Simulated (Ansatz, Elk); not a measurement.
**Bonding as seen by X-rays: V2Ga4Pt**

The structure of V2Ga4Pt used here is made up (a known structure type with other elements) and was relaxed beforehand with PBE. The aim is the Fourier transform of its all-electron density, F(hkl), set beside the sum over free spherical atoms that refinements use.

Main program and level: Elk 11.2.3 (patched build); DFT, PBE, all-electron APW+lo, Dirac cores, scalar-relativistic bands, static density, no spin.

This account leaves out most program logs.

The structure was built from a prototype and need not be the compound's stable phase.

**1. Set-up**

Symmetry: I4/mmm, No. 139, tetragonal system. The conventional cell has a = 6.391 Å, b = 6.391 Å, c = 5.293 Å, α = 90.00°, β = 90.00°, γ = 90.00°. Pt has 4 Ga at 2.59 Å nearest. Nearest to Ga lie 1 Pt at 2.59 Å and 4 V at 2.64 Å and 4 Ga at 2.73 Å. Nearest to V lie 8 Ga at 2.64 Å and 2 V at 2.65 Å. Farther neighbours are not listed.

**2. Ground state and structure factors**

An all-electron density is needed, since X-rays see the cores too. Task 0 finds the density and task 195 Fourier-transforms it; tshift is off so that phases refer to the origin typed.

elk.in reads:

```
tasks
  0
  195

xctype
  20

spinpol
  .false.

rgkmax
  7.0

gmaxvr
  14.0

lmaxo
  7

lmaxapw
  8

swidth
  0.002

tshift
  .false.

ramdisk
  .false.

hmaxvr
  5.5

maxscl
  120

epspot
  1e-06

sppath
  './'

avec
  -6.03900968656 6.03900968656 5.00129760143
  6.03900968656 -6.03900968656 5.00129760143
  6.03900968656 6.03900968656 -5.00129760143

atoms
  3
  'Pt.in'
  1
  0.0000000000 0.0000000000 0.0000000000   0.000000 0.000000 0.000000
  'Ga.in'
  4
  0.7139075851 0.2860924149 0.0000000000   0.000000 0.000000 0.000000
  0.2860924149 0.7139075851 0.0000000000   0.000000 0.000000 0.000000
  0.7139075851 0.7139075851 0.4278151702   0.000000 0.000000 0.000000
  0.2860924149 0.2860924149 0.5721848298   0.000000 0.000000 0.000000
  'V.in'
  2
  0.2500000000 0.7500000000 0.5000000000   0.000000 0.000000 0.000000
  0.7500000000 0.2500000000 0.5000000000   0.000000 0.000000 0.000000

ngridk
  6 6 6
```

Run with:

```console
OMP_NUM_THREADS=4 elk
```

The job ended after 78 s (4 threads of Arm Neoverse V1, shared host; peak memory 0.28 GiB).

SFACRHO.OUT:

```text

h k l indices transformed by vhmat matrix:
   1.000000000       0.000000000       0.000000000    
   0.000000000       1.000000000       0.000000000    
   0.000000000       0.000000000       1.000000000    

      h      k      l  multipl.   |H|            Re(F)            Im(F)           |F|

      0      0      0      1   0.0000000       248.00000      0.65658788E-16   248.00000    
      0      0     -1      4  0.73569727       38.252145     -0.12268636E-13   38.252145    
     -1      0      0      8  0.81560075       47.382002      -0.0000000       47.382002    
      1     -1     -1      4   1.0404331       11.327380     -0.56784243E-14   11.327380    
      1      1     -1      2   1.2563110       133.68593      0.10164681E-13   133.68593    
     -1      2      0     16   1.3220081       86.428361      -0.0000000       86.428361    
     -1     -1      0      8   1.4558736       101.72907      0.25586744E-13   101.72907    
      0      0     -2      4   1.4713945       174.58475      0.23345196E-13   174.58475    
     -2      0      2      8   1.6312015      -51.687956     -0.14907687E-13   51.687956    
      2     -2     -1      8   1.6450691       18.497283     -0.11366910E-13   18.497283    
      1     -2      2      8   1.6823218       119.43199      -0.0000000       119.43199    
      3     -1     -1      8   1.9347659       100.62426      0.91160629E-14   100.62426    
     -2     -1      1      8   1.9549525       39.474430     -0.50624925E-14   39.474430    
     -3      2      1     16   1.9780565       10.201126      -0.0000000       10.201126    
     -3      1      2     16   2.0699202       73.083991      0.25958251E-14   73.083991    
      2     -2     -2      4   2.0808661       136.41473      0.17469502E-13   136.41473    
     -3      3      0      4   2.2070918       61.870578     -0.14120056E-13   61.870578    
      3      0     -1     16   2.2145745       72.582203     -0.75937387E-14   72.582203
```

Elk indexes on the primitive cell of elk.in and gives |H| = 4π sin θ/λ in inverse bohr. Below, one row stands for each form hkl of the conventional cell (m members, Friedel mates merged), F is for one primitive cell and the density is static (no thermal factor). Free-atom factors are Waasmaier and Kirfel's, and R is Σm||F|−|F'||/Σm|F|.

```csv
hkl,m,sin θ/λ (Å⁻¹),"abs F, DFT",neutral atoms,diff.
110,4,0.111,38.252,38.939,-0.687
101,8,0.123,47.382,47.462,-0.080
200,4,0.157,11.327,11.328,-0.001
002,2,0.189,133.686,133.758,-0.072
211,16,0.199,86.428,86.565,-0.136
112,8,0.219,101.729,102.489,-0.760
220,4,0.221,174.585,175.407,-0.822
202,8,0.245,51.688,52.476,-0.788
310,8,0.247,18.497,18.279,+0.219
301,8,0.253,119.432,120.194,-0.762
222,8,0.291,100.624,101.171,-0.547
103,8,0.294,39.474,39.529,-0.054
321,16,0.297,10.201,9.979,+0.222
312,16,0.311,73.084,73.283,-0.199
400,4,0.313,136.415,136.929,-0.514
330,4,0.332,61.871,62.370,-0.500
213,16,0.333,72.582,72.773,-0.191
411,16,0.336,44.815,44.826,-0.011
```

**3. The highest occupied states alone**

An energy window below the Fermi level keeps the highest occupied states, to see at which angles they scatter; shallow core shells can lie inside it and anion s states outside. No new self-consistency is needed.

Edit elk.in of step 2 so:

```diff
@@ -1,3 +1,2 @@
 tasks
-  0
   195
@@ -40,2 +39,5 @@
 
+wsfac
+  -0.051440 0.616050
+
 sppath
```

Run with:

```console
OMP_NUM_THREADS=4 elk
```

Elapsed: 19 s, on 4 threads; peak memory 0.17 GiB; 23 s of CPU time.

States within 10 eV below the Fermi level hold 31.34 electrons; any levels below the window count with the cores, and a count that is not whole means the window cuts a band. Their amplitudes can exceed the total, where window and core parts have opposite phase:

```csv
hkl,sin θ/λ (Å⁻¹),"abs F, window","abs F, all"
110,0.111,0.790,38.252
101,0.123,5.394,47.382
200,0.157,6.762,11.327
002,0.189,2.175,133.686
211,0.199,3.734,86.428
112,0.219,5.044,101.729
220,0.221,5.698,174.585
202,0.245,0.081,51.688
310,0.247,0.105,18.497
301,0.253,1.724,119.432
```

**4. Another functional**

The difference from free atoms is small, so it is set against the change that PBEsol makes.

Edit elk.in of step 3 so:

```diff
@@ -1,2 +1,3 @@
 tasks
+  0
   195
@@ -4,3 +5,3 @@
 xctype
-  20
+  22
 
@@ -39,5 +40,2 @@
 
-wsfac
-  -0.051440 0.616050
-
 sppath
```

Run with:

```console
OMP_NUM_THREADS=4 elk
```

Wall time 78 s (4 threads); peak memory 0.29 GiB.

Against the first run R = 0.02 %; the largest change is -0.054 at 004.

**5. A coarser k-mesh**

About half the k-points along each axis test the sampling.

Edit elk.in of step 4 so:

```diff
@@ -5,3 +5,3 @@
 xctype
-  22
+  20
 
@@ -65,2 +65,2 @@
 ngridk
-  6 6 6
+  3 3 3
```

Run with:

```console
OMP_NUM_THREADS=4 elk
```

It took 37 s on 4 threads; peak memory 0.3 GiB; 77 s of CPU time.

Against the first run R = 0.01 %; the largest change is -0.025 at 440.

**6. Settings against the effect**

```csv
run,R against the first run (%),"R against neutral atoms, low angle (%)",wall time
"PBE, rgkmax 7",0.00,0.57,78 s
PBEsol,0.02,0.59,78 s
k-mesh 3×3×3,0.01,0.57,37 s
```

**7. Summary of results**

| Item | Value |
| --- | --- |
| R against neutral atoms, sin θ/λ < 0.3 Å⁻¹ | 0.57 % |
| R against neutral atoms, 0.3 to 0.78 Å⁻¹ | 0.21 % |

What this shows: Independent neutral atoms miss the calculated amplitudes by R = 0.57 % below 0.3 Å⁻¹ and 0.21 % from there to 0.78 Å⁻¹; by shells, 0.64 % below 0.15 Å⁻¹ (2 forms), 0.57 % 0.15 to 0.3 (11 forms), 0.21 % 0.3 to 0.45 (22 forms), 0.22 % above 0.45 (114 forms). Bonding, aspherical density and the tables' own atoms all enter these figures, and the runs don't part them. The largest change of an amplitude is -0.82 electrons, at 220. The window's part falls from 31.3 electrons at the origin to at most 1.06 between 0.45 and 0.78 Å⁻¹, where compact states inside the window still scatter. Below 0.3 Å⁻¹ the changes that finished (PBEsol and k-mesh 3×3×3) move F by R = 0.02 % at most, against the 0.57 % that separates it from free atoms. The basis has no finished test. These runs have no spin, though d or f shells may be open. Spin-orbit coupling is left out, which can matter for elements this heavy. Part of the difference isn't bonding: the tables are fits to free atoms and ions calculated by other methods than this functional. Thermal motion, anomalous dispersion and extinction are left out.

[Logs are printed without paths, hosts, clocks, repeated set-up lines and the standing remarks that a program may print on its own settings, such as how far it seeks lower states.]

[Hosts, paths, dates, database ids (printed as entryN), source tags and the programs' standing remarks are cut or masked in the printed files.]
